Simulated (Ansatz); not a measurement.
# CN and Li on Zr(0001), fcc start, 2x2 cell: photoemission fingerprints, part 2 of 4

What would XPS and UPS show for CN and Li on Zr(0001), fcc start, 2x2 cell?

Ansatz 0.2.0; DFT, PBE, plane-wave PAW, default files, scalar-relativistic.

So far, work function, upper face (eV): step 2 (the clean face) 4.16.

## 3. Relaxing the atoms

System of this step: LiZr16CN. The cell holds 19 atoms: 1 N, 1 Li, 1 C and 16 Zr. Cell: a = 6.460 Å, b = 6.460 Å, c = 25.085 Å, α = 90.0°, β = 90.0°, γ = 60.0°. It derives from Zr. How the cell was made: adsorbate; added: CN; second: Li; site: fcc; coverage 0.25 monolayer; cell: 2x2; on one face. Regions: ad, 3 atoms (1 N, 1 Li and 1 C); L1, 4 atoms (4 Zr); L2, 4 atoms (4 Zr); L3, 4 atoms (4 Zr); rest, 4 atoms (4 Zr). Vacuum lies along c.

The cut or typed positions aren't at rest, and spectra shift with geometry, so the relaxation comes first. 8 atoms are held to stand for the bulk. A dipole correction cancels the field between unlike faces.

Contents of input.yaml:

```yaml
crystal:
  lattice:
    - [6.46, 0.0, 0.0]
    - [3.23, 5.5945241084, 0.0]
    - [0.0, 0.0, 25.085]
  atoms:
    - { symbol: "N", position: [0.16692823, 0.166666667, 0.701016544] }
    - { symbol: Li, position: [0.833684339, 0.833333333, 0.67390871] }
    - { symbol: C, position: [0.168926126, 0.166666667, 0.65397648] }
    - { symbol: Zr, position: [0.0, 0.0, 0.60813235] }
    - { symbol: Zr, position: [0.5, 0.0, 0.60813235] }
    - { symbol: Zr, position: [0.0, 0.5, 0.60813235] }
    - { symbol: Zr, position: [0.5, 0.5, 0.60813235] }
    - { symbol: Zr, position: [0.833333333, 0.333333333, 0.505082719] }
    - { symbol: Zr, position: [0.333333333, 0.333333333, 0.505082719] }
    - { symbol: Zr, position: [0.833333333, 0.833333333, 0.505082719] }
    - { symbol: Zr, position: [0.333333333, 0.833333333, 0.505082719] }
    - { symbol: Zr, position: [0.0, 0.0, 0.402033088] }
    - { symbol: Zr, position: [0.5, 0.0, 0.402033088] }
    - { symbol: Zr, position: [0.0, 0.5, 0.402033088] }
    - { symbol: Zr, position: [0.5, 0.5, 0.402033088] }
    - { symbol: Zr, position: [0.833333333, 0.333333333, 0.298983456] }
    - { symbol: Zr, position: [0.333333333, 0.333333333, 0.298983456] }
    - { symbol: Zr, position: [0.833333333, 0.833333333, 0.298983456] }
    - { symbol: Zr, position: [0.333333333, 0.833333333, 0.298983456] }
kpoints:
  mp_grid: { grid: [6, 6, 1] }
scf:
  occupations: { method: fermi_dirac, width: 0.05 }
  n_extra_bands: 15
hamiltonian:
  xc: pbe
  pseudopotentials: { kind: paw }
output:
  forces: true
  write_potential: true
  volumetric_format: []
efield:
  axis: 3
  dipole_correction: true
relax:
  f_tol: 0.03
  max_steps: 45
  constraints: [{ sites: [11, 12, 13, 14, 15, 16, 17, 18] }]
```

Run with:

```sh
$ ansatz run input.yaml --threads 8 --pin off --max-ram 20480MiB --backend cpu --events-out ev --progress --plain --runs-dir out
```

Numbers of over 12 decimals in the logs are rounded to 6 here.

The program printed:

```text
[...]
Crystal: 19 atoms, lattice volume = 906.588 Å³
Basis set: ecut = 420 eV, 17735 PW (Γ), exchange–correlation on 90×90×360 points (8 copies of the dense FFT grid, shifted against one another)
Bands: 117, of which v1, the nominal top of the filled ones, is band 102 counted from 1 (101 counted from 0)
Symmetry: 1 space group operations
[...]
k-points: 20 of 36 (time reversal used)
[...]
SCF iter   1: F=—  HF=-67772.482915 eV  |F-HF|=—  |Δ(HF+E_count)|=         —  Δρ=6.03e-3  dr2=9.66e0  ethr=1.77e-3  p=0.025 e·Å  D=5.05e-3 V/Å  ΔV_dip=-0.13 eV  dr2_dipole=6.02e0  V_vac-E_F(+/−)=4.10/4.23 eV  ⟨swp⟩=9.4  Hψ=10980  notcnv=0
[...]
SCF iter   6: F=-67772.375457 eV  HF=-67772.375457 eV  |F-HF|=5.98e-8  |Δ(HF+E_count)|=   1.59e-5  Δρ=1.88e-5  dr2=7.55e-6  ethr=1.10e-8  p=-0.052 e·Å  D=-1.04e-2 V/Å  ΔV_dip=0.26 eV  dr2_dipole=2.23e-7  V_vac-E_F(+/−)=4.44/4.18 eV  ⟨swp⟩=12.8  Hψ=23839  notcnv=0
[...]
SCF 1 converged in 6 iterations: F = -67772.375457 eV  dr2 = 7.55e-6
[...]
relax step   1: F+E_penalty+E_count = -67772.37545742 eV  Δ(F+E_penalty+E_count) = +0.000e0 eV  max|allowed force component| = 3.145e0 eV/Å  Δτ_max = 0.0000 Å  (6 SCF iters, dr2 threshold 2.25e-5 eV, accepted)
[...]
SCF iter   6: F=-67773.564328 eV  HF=-67773.564371 eV  |F-HF|=4.26e-5  |Δ(HF+E_count)|=   5.41e-5  Δρ=5.48e-5  dr2=5.85e-5  ethr=4.90e-8  p=0.009 e·Å  D=1.84e-3 V/Å  ΔV_dip=-0.05 eV  dr2_dipole=8.18e-7  V_vac-E_F(+/−)=4.16/4.20 eV  ⟨swp⟩=13.2  Hψ=24426  notcnv=0
[...]
SCF 2 converged in 6 iterations: F = -67773.564328 eV  dr2 = 5.85e-5
relax step   2: F+E_penalty+E_count = -67773.56432817 eV  Δ(F+E_penalty+E_count) = -1.189e0 eV  max|allowed force component| = 1.953e0 eV/Å  Δτ_max = 0.1949 Å  (6 SCF iters, dr2 threshold 1.00e-4 eV, accepted)
[...]
SCF iter   5: F=-67774.108710 eV  HF=-67774.108707 eV  |F-HF|=3.48e-6  |Δ(HF+E_count)|=   8.22e-5  Δρ=7.23e-5  dr2=6.83e-5  ethr=4.90e-8  p=0.076 e·Å  D=1.52e-2 V/Å  ΔV_dip=-0.38 eV  dr2_dipole=2.37e-6  V_vac-E_F(+/−)=3.84/4.22 eV  ⟨swp⟩=14.6  Hψ=27792  notcnv=0
[...]
SCF 3 converged in 5 iterations: F = -67774.108710 eV  dr2 = 6.83e-5
  Residual-converged pass: ⟨swp⟩=1.0  Hψ=2420  notcnv=0  max |occ|·‖R‖ = 7.1e-9 eV (tolerance 1.0e-8 eV)  dr2=6.83e-5  dr2_onsite=4.79e-7  max |Δocc| = 5.2e-11
relax step   3: F+E_penalty+E_count = -67774.10871018 eV  Δ(F+E_penalty+E_count) = -5.444e-1 eV  max|allowed force component| = 1.240e0 eV/Å  Δτ_max = 0.1950 Å  (5 SCF iters, dr2 threshold 1.00e-4 eV, accepted)
[... from here on, the SCF cycles and remarks between the steps are left out ...]
relax step   4: F+E_penalty+E_count = -67774.32866200 eV  Δ(F+E_penalty+E_count) = -2.200e-1 eV  max|allowed force component| = 5.866e-1 eV/Å  Δτ_max = 0.1947 Å  (6 SCF iters, dr2 threshold 1.00e-4 eV, accepted)
relax step   5: F+E_penalty+E_count = -67774.42747813 eV  Δ(F+E_penalty+E_count) = -9.882e-2 eV  max|allowed force component| = 1.392e0 eV/Å  Δτ_max = 0.2000 Å  (6 SCF iters, dr2 threshold 7.69e-5 eV, accepted)
relax step   6: F+E_penalty+E_count = -67774.46720881 eV  Δ(F+E_penalty+E_count) = -3.973e-2 eV  max|allowed force component| = 3.287e0 eV/Å  Δτ_max = 0.1956 Å  (5 SCF iters, dr2 threshold 1.00e-4 eV, accepted)
relax step   7: F+E_penalty+E_count = -67774.64834138 eV  Δ(F+E_penalty+E_count) = -1.811e-1 eV  max|allowed force component| = 1.342e0 eV/Å  Δτ_max = 0.2000 Å  (5 SCF iters, dr2 threshold 1.00e-4 eV, accepted)
relax step   8: F+E_penalty+E_count = -67774.83331379 eV  Δ(F+E_penalty+E_count) = -1.850e-1 eV  max|allowed force component| = 1.569e0 eV/Å  Δτ_max = 0.1950 Å  (5 SCF iters, dr2 threshold 1.00e-4 eV, accepted)
relax step   9: F+E_penalty+E_count = -67775.02253263 eV  Δ(F+E_penalty+E_count) = -1.892e-1 eV  max|allowed force component| = 1.329e0 eV/Å  Δτ_max = 0.1964 Å  (5 SCF iters, dr2 threshold 1.00e-4 eV, accepted)
relax step  10: F+E_penalty+E_count = -67775.20929174 eV  Δ(F+E_penalty+E_count) = -1.868e-1 eV  max|allowed force component| = 6.865e-1 eV/Å  Δτ_max = 0.1956 Å  (5 SCF iters, dr2 threshold 1.00e-4 eV, accepted)
relax step  11: F+E_penalty+E_count = -67775.35243541 eV  Δ(F+E_penalty+E_count) = -1.431e-1 eV  max|allowed force component| = 5.783e-1 eV/Å  Δτ_max = 0.1944 Å  (5 SCF iters, dr2 threshold 1.00e-4 eV, accepted)
relax step  12: F+E_penalty+E_count = -67775.44780454 eV  Δ(F+E_penalty+E_count) = -9.537e-2 eV  max|allowed force component| = 2.529e-1 eV/Å  Δτ_max = 0.1715 Å  (5 SCF iters, dr2 threshold 8.92e-5 eV, accepted)
relax step  13: F+E_penalty+E_count = -67775.51447303 eV  Δ(F+E_penalty+E_count) = -6.667e-2 eV  max|allowed force component| = 8.435e-1 eV/Å  Δτ_max = 0.1947 Å  (6 SCF iters, dr2 threshold 1.22e-5 eV, accepted)
relax step  14: F+E_penalty+E_count = -67775.67005165 eV  Δ(F+E_penalty+E_count) = -1.556e-1 eV  max|allowed force component| = 8.816e-1 eV/Å  Δτ_max = 0.1954 Å  (5 SCF iters, dr2 threshold 1.00e-4 eV, accepted)
relax step  15: F+E_penalty+E_count = -67775.83881540 eV  Δ(F+E_penalty+E_count) = -1.688e-1 eV  max|allowed force component| = 3.062e-1 eV/Å  Δτ_max = 0.1946 Å  (5 SCF iters, dr2 threshold 1.00e-4 eV, accepted)
relax step  16: F+E_penalty+E_count = -67775.86696446 eV  Δ(F+E_penalty+E_count) = -2.815e-2 eV  max|allowed force component| = 4.532e-1 eV/Å  Δτ_max = 0.1770 Å  (6 SCF iters, dr2 threshold 1.13e-5 eV, accepted)
relax step  17: F+E_penalty+E_count = -67775.91637434 eV  Δ(F+E_penalty+E_count) = -4.941e-2 eV  max|allowed force component| = 2.489e-1 eV/Å  Δτ_max = 0.1130 Å  (6 SCF iters, dr2 threshold 2.48e-5 eV, accepted)
relax step  18: F+E_penalty+E_count = -67775.93995747 eV  Δ(F+E_penalty+E_count) = -2.358e-2 eV  max|allowed force component| = 1.970e-1 eV/Å  Δτ_max = 0.1943 Å  (6 SCF iters, dr2 threshold 1.87e-5 eV, accepted)
relax step  19: F+E_penalty+E_count = -67775.96344247 eV  Δ(F+E_penalty+E_count) = -2.349e-2 eV  max|allowed force component| = 1.085e-1 eV/Å  Δτ_max = 0.1951 Å  (6 SCF iters, dr2 threshold 1.17e-5 eV, accepted)
relax step  20: F+E_penalty+E_count = -67775.98332825 eV  Δ(F+E_penalty+E_count) = -1.989e-2 eV  max|allowed force component| = 1.112e-1 eV/Å  Δτ_max = 0.1987 Å  (6 SCF iters, dr2 threshold 3.57e-6 eV, accepted)
relax step  21: F+E_penalty+E_count = -67776.00962240 eV  Δ(F+E_penalty+E_count) = -2.629e-2 eV  max|allowed force component| = 9.918e-2 eV/Å  Δτ_max = 0.1970 Å  (6 SCF iters, dr2 threshold 3.75e-6 eV, accepted)
relax step  22: F+E_penalty+E_count = -67776.05133050 eV  Δ(F+E_penalty+E_count) = -4.171e-2 eV  max|allowed force component| = 1.666e-1 eV/Å  Δτ_max = 0.1951 Å  (6 SCF iters, dr2 threshold 7.82e-6 eV, accepted)
relax step  23: F+E_penalty+E_count = -67776.11381142 eV  Δ(F+E_penalty+E_count) = -6.248e-2 eV  max|allowed force component| = 2.413e-1 eV/Å  Δτ_max = 0.1924 Å  (5 SCF iters, dr2 threshold 2.21e-5 eV, accepted)
relax step  24: F+E_penalty+E_count = -67776.19397141 eV  Δ(F+E_penalty+E_count) = -8.016e-2 eV  max|allowed force component| = 2.805e-1 eV/Å  Δτ_max = 0.1950 Å  (5 SCF iters, dr2 threshold 5.82e-5 eV, accepted)
relax step  25: F+E_penalty+E_count = -67776.26884735 eV  Δ(F+E_penalty+E_count) = -7.488e-2 eV  max|allowed force component| = 1.869e-1 eV/Å  Δτ_max = 0.1962 Å  (4 SCF iters, dr2 threshold 7.87e-5 eV, accepted)
relax step  26: F+E_penalty+E_count = -67776.30180797 eV  Δ(F+E_penalty+E_count) = -3.296e-2 eV  max|allowed force component| = 1.827e-1 eV/Å  Δτ_max = 0.1920 Å  (6 SCF iters, dr2 threshold 1.55e-5 eV, accepted)
relax step  27: F+E_penalty+E_count = -67776.30156814 eV  Δ(F+E_penalty+E_count) = +2.398e-4 eV  max|allowed force component| = 1.450e-1 eV/Å  Δτ_max = 0.2000 Å  (7 SCF iters, dr2 threshold 1.48e-5 eV, rejected (line search))
relax step  28: F+E_penalty+E_count = -67776.31159189 eV  Δ(F+E_penalty+E_count) = -9.784e-3 eV  max|allowed force component| = 1.149e-1 eV/Å  Δτ_max = 0.0984 Å  (9 SCF iters, accepted)
relax step  29: F+E_penalty+E_count = -67776.31530805 eV  Δ(F+E_penalty+E_count) = -3.716e-3 eV  max|allowed force component| = 6.209e-2 eV/Å  Δτ_max = 0.1000 Å  (6 SCF iters, dr2 threshold 5.23e-6 eV, accepted)
relax step  30: F+E_penalty+E_count = -67776.31645095 eV  Δ(F+E_penalty+E_count) = -1.143e-3 eV  max|allowed force component| = 2.666e-2 eV/Å  Δτ_max = 0.0417 Å  (6 SCF iters, dr2 threshold 1.12e-6 eV, accepted)
relax step  31: F+E_penalty+E_count = -67776.31645102 eV  Δ(F+E_penalty+E_count) = -7.257e-8 eV  max|allowed force component| = 2.667e-2 eV/Å  Δτ_max = 0.0000 Å  (2 SCF iters, accepted)
SCF iter   1: F=—  HF=-67776.317951 eV  |F-HF|=—  |Δ(HF+E_count)|=         —  Δρ=5.60e-4  dr2=4.77e-3  ethr=3.67e-5  p=0.327 e·Å  D=6.52e-2 V/Å  ΔV_dip=-1.64 eV  dr2_dipole=7.75e-4  V_vac-E_F(+/−)=2.59/4.22 eV  ⟨swp⟩=3.4  Hψ=4190  notcnv=0
[...]
SCF iter   6: F=-67776.316879 eV  HF=-67776.316879 eV  |F-HF|=4.32e-9  |Δ(HF+E_count)|=   2.68e-8  Δρ=1.76e-6  dr2=5.50e-8  ethr=4.90e-11  p=0.329 e·Å  D=6.56e-2 V/Å  ΔV_dip=-1.65 eV  dr2_dipole=7.71e-10  V_vac-E_F(+/−)=2.58/4.22 eV  ⟨swp⟩=9.6  Hψ=20166  notcnv=0
[...]
SCF 32 converged in 6 iterations: F = -67776.316879 eV  dr2 = 5.50e-8
relax step  32: F+E_penalty+E_count = -67776.31687887 eV  Δ(F+E_penalty+E_count) = -4.279e-4 eV  max|allowed force component| = 2.358e-2 eV/Å  Δτ_max = 0.0373 Å  (6 SCF iters, accepted)
NSCF: frozen V_eff on 20 k-points
[...]
SCF converged after 6 iterations
Free energy (F): -67776.316879 eV
[...]
Internal energy: -67776.119182 eV  (E = F + TS)
E sigma→0 (E₀):  -67776.218030 eV
Entropy (-TS):   -0.197697 eV (-10.405 meV/atom)
Fermi energy:    4.115390 eV
Dipole field:    D = 0.065610 V/Å  (p = 0.328713 e·Å, saw-weighted, corrected)
Work function:   Φ+ = 2.5790 eV   Φ− = 4.2246 eV
[...]
--- Forces (eV/Å), atoms counted from 1 ---
  atom   1  N      0.02357503    -0.00089484    -0.00457110
  atom   2  Li    -0.00020283    -0.00306628     0.00269018
  atom   3  C     -0.01988811    -0.00352750     0.00573833
  atom   4  Zr     0.00766772     0.01151024    -0.00066422
  atom   5  Zr    -0.00056112    -0.01411117     0.00195025
  atom   6  Zr    -0.00368145    -0.00061699    -0.00247194
  atom   7  Zr    -0.01454311     0.00284102    -0.00092451
  atom   8  Zr     0.00359131     0.00116693     0.00313265
  atom   9  Zr     0.00354951    -0.00094626     0.00374094
  atom  10  Zr    -0.00134110     0.00275810    -0.00162418
  atom  11  Zr     0.00530968     0.00303274    -0.00325747
  atom  12  Zr    -0.02000911    -0.05877602    -0.88573419
  atom  13  Zr    -0.05631627     0.10728846    -0.39854887
  atom  14  Zr     0.10667110    -0.00216911    -0.56636653
  atom  15  Zr    -0.05545300    -0.05229793    -0.36127841
  atom  16  Zr    -0.00238251    -0.02159000     0.55524312
  atom  17  Zr     0.00746987    -0.00102583     0.54959934
  atom  18  Zr     0.02577429     0.00825009     0.54689859
  atom  19  Zr    -0.00917707     0.02227061     0.55643005
  max |Σ_I F_I| component: 9.62e-5 eV/Å
--- Band table (eV; the first three rows and the last of 20) ---
  k-point 0: bands = [... 98 lower, 4.2568, 4.3954, 4.4802, 4.5741, 4.5935, 4.7001, 4.7690, 4.8575, ... 11 higher]
  k-point 1: bands = [... 98 lower, 4.1780, 4.3219, 4.4099, 4.4228, 4.4770, 4.5834, 4.6152, 4.6796, ... 11 higher]
  k-point 2: bands = [... 98 lower, 3.9045, 4.0210, 4.0845, 4.1128, 4.2216, 4.2742, 4.3232, 4.3762, ... 11 higher]
  k-point 19: bands = [... 98 lower, 3.6994, 3.7196, 3.8239, 3.9015, 3.9925, 4.0205, 4.0334, 4.2034, ... 11 higher]
--- Relaxed structure (32 steps of the walk, 31 accepted, 0 SCFs on fresh bases) ---
  F+E_penalty+E_count = -67776.31687887 eV   max|allowed force component| = 2.358e-2 eV/Å
  atoms:
    - { symbol: N, position: [-0.133211, 0.308270, 0.659009] }
    - { symbol: Li, position: [0.914568, 1.035714, 0.704886] }
    - { symbol: C, position: [0.110990, 0.183733, 0.657127] }
    - { symbol: Zr, position: [-0.0097586, 0.00215363, 0.596271] }
    - { symbol: Zr, position: [0.455719, 0.023038, 0.616402] }
    - { symbol: Zr, position: [-0.014285, 0.526856, 0.612071] }
    - { symbol: Zr, position: [0.526686, 0.488779, 0.619505] }
    - { symbol: Zr, position: [0.835245, 0.344434, 0.505262] }
    - { symbol: Zr, position: [0.335934, 0.342559, 0.512736] }
    - { symbol: Zr, position: [0.823028, 0.833156, 0.503661] }
    - { symbol: Zr, position: [0.350156, 0.819307, 0.508052] }
    - { symbol: Zr, position: [0.0, 0.0, 0.402033088] }
    - { symbol: Zr, position: [0.5, 0.0, 0.402033088] }
    - { symbol: Zr, position: [0.0, 0.5, 0.402033088] }
    - { symbol: Zr, position: [0.5, 0.5, 0.402033088] }
    - { symbol: Zr, position: [0.833333, 0.333333333, 0.298983] }
    - { symbol: Zr, position: [0.333333, 0.333333333, 0.298983] }
    - { symbol: Zr, position: [0.833333, 0.833333333, 0.298983] }
    - { symbol: Zr, position: [0.333333, 0.833333333, 0.298983] }
```

It took 14 min on 8 threads of AMD EPYC 7R43, shared host; peak memory 4.6 GiB; 1.8 h of CPU time.

Step by step (22 of 32):

| step | energy less that of the first step (eV) | largest force component (eV/Å) |
| --- | --- | --- |
| 1 | 0.0000 | 3.1454 |
| 2 | -1.1889 | 1.9534 |
| 4 | -1.9532 | 0.5866 |
| 5 | -2.0520 | 1.3922 |
| 7 | -2.2729 | 1.3415 |
| 8 | -2.4579 | 1.5691 |
| 10 | -2.8338 | 0.6865 |
| 11 | -2.9770 | 0.5783 |
| 13 | -3.1390 | 0.8435 |
| 14 | -3.2946 | 0.8816 |
| 16 | -3.4915 | 0.4532 |
| 17 | -3.5409 | 0.2489 |
| 19 | -3.5880 | 0.1085 |
| 20 | -3.6079 | 0.1112 |
| 22 | -3.6759 | 0.1666 |
| 23 | -3.7384 | 0.2413 |
| 25 | -3.8934 | 0.1869 |
| 26 | -3.9264 | 0.1827 |
| 28 | -3.9361 | 0.1149 |
| 29 | -3.9399 | 0.0621 |
| 31 | -3.9410 | 0.0267 |
| 32 | -3.9414 | 0.0236 |

Relaxation step 27 was tried and not accepted.

The atoms that moved most (Å):

| atom | dx | dy | dz | length |
| --- | --- | --- | --- | --- |
| N1 | -1.482 | 0.792 | -1.054 | 1.983 |
| Li2 | 1.176 | 1.132 | 0.777 | 1.808 |
| C3 | -0.319 | 0.095 | 0.079 | 0.342 |
| Zr5 | -0.212 | 0.129 | 0.207 | 0.323 |
| Zr7 | 0.136 | -0.063 | 0.285 | 0.322 |
| Zr4 | -0.056 | 0.012 | -0.298 | 0.303 |
| Zr9 | 0.047 | 0.052 | 0.192 | 0.204 |
| Zr6 | -0.006 | 0.150 | 0.099 | 0.180 |

The relaxed structure:

```cif
data_structure
_symmetry_space_group_name_H-M 'P 1'
_symmetry_Int_Tables_number 1
_cell_length_a 6.4600
_cell_length_b 6.4600
_cell_length_c 25.0850
_cell_angle_alpha 90.000
_cell_angle_beta 90.000
_cell_angle_gamma 60.000
_cell_volume 906.59
loop_
_atom_site_label
_atom_site_type_symbol
_atom_site_fract_x
_atom_site_fract_y
_atom_site_fract_z
_atom_site_occupancy
N1 N 0.86679 0.30827 0.65901 1
Li2 Li 0.91457 0.03571 0.70489 1
C3 C 0.11099 0.18373 0.65713 1
Zr4 Zr 0.99024 0.00215 0.59627 1
Zr5 Zr 0.45572 0.02304 0.61640 1
Zr6 Zr 0.98572 0.52686 0.61207 1
Zr7 Zr 0.52669 0.48878 0.61951 1
Zr8 Zr 0.83525 0.34443 0.50526 1
Zr9 Zr 0.33593 0.34256 0.51274 1
Zr10 Zr 0.82303 0.83316 0.50366 1
Zr11 Zr 0.35016 0.81931 0.50805 1
Zr12 Zr 0.00000 0.00000 0.40203 1
Zr13 Zr 0.50000 0.00000 0.40203 1
Zr14 Zr 0.00000 0.50000 0.40203 1
Zr15 Zr 0.50000 0.50000 0.40203 1
Zr16 Zr 0.83333 0.33333 0.29898 1
Zr17 Zr 0.33333 0.33333 0.29898 1
Zr18 Zr 0.83333 0.83333 0.29898 1
Zr19 Zr 0.33333 0.83333 0.29898 1
```

Numbers from this step:

| Quantity | Value |
| --- | --- |
| free energy | -67776.3169 eV |
| energy at zero smearing | -67776.2180 eV |
| smearing term TS | 0.1977 eV |
| Fermi energy | 4.115 eV |
| symmetry operations | 1 |
| work function, upper face | 2.579 eV |
| work function, lower face | 4.224 eV |

The relaxation ends 207 meV an atom lower, with a largest force component of 0.024 eV/Å on the free atoms. Between step 2 and this run (19 atoms) the value for the work function, upper face moves from 4.16 eV to 2.58 eV (-38 %).

(Continued in part 3 of 4.)

[Logs are printed without paths, hosts, clocks, repeated set-up lines and the standing remarks that a program may print on its own settings, such as how far it seeks lower states.]

[Hosts, paths, dates, database ids (printed as entryN), source tags and the programs' standing remarks are cut or masked in the printed files.]

[Maps of the electrostatic potential energy from Ansatz leave out the sawtooth potential of an applied field or a dipole correction, so their vacuum need not be flat; work functions include it.]
